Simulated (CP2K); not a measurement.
Two runs for the O K edge of urea monohydrate. Run A: CP2K XAS_TDP, all-electron GAPW, PBEh(45%), aug-cc-pVDZ, TDA, no relativity. Run B differs in one setting.

First lines with a strength over 0.0015. A:

```
                                       atom  energy (eV)  states  strength, one atom
           O4 (bonded to C, takes 1 H bond)       528.40       1              0.0316
                                                  531.22       1              0.0024
                                                  531.34       1              0.0027
                                                  533.19       1              0.0016
                                                  533.48       1              0.0043
O5 (bonded to 2 H, gives 1 H bond, takes 1)       529.74       1              0.0135
                                                  531.07       1              0.0034
                                                  531.62       1              0.0037
                                                  531.88       1              0.0063
                                                  532.12       1              0.0054
```

B:

```
                                       atom  energy (eV)  states  strength, one atom
           O4 (bonded to C, takes 1 H bond)       533.11       1              0.0313
                                                  535.93       1              0.0024
                                                  536.06       1              0.0026
                                                  537.90       1              0.0016
                                                  538.19       1              0.0043
O5 (bonded to 2 H, gives 1 H bond, takes 1)       535.57       1              0.0133
                                                  536.90       1              0.0034
                                                  537.45       1              0.0037
                                                  537.71       1              0.0062
                                                  537.95       1              0.0054
```

Q: Which was it: the basis, scalar relativity switched on, the functional, GW2X switched on?

GW2X switched on. GW2X shifts an atom's lines together and keeps their spacings. Against PBEh(45%) in aug-cc-pVDZ, the leading lines move by +4.71 eV (O4, to 533.11) and +5.83 eV (O5, to 535.57).

[Banner, clock and machine lines of the logs are left out without a mark of their own.]

[Logs are printed without paths, hosts, clocks, repeated set-up lines and the standing remarks that a program may print on its own settings, such as how far it seeks lower states.]

[Hosts, paths, dates, database ids (printed as entryN), source tags and the programs' standing remarks are cut or masked in the printed files.]
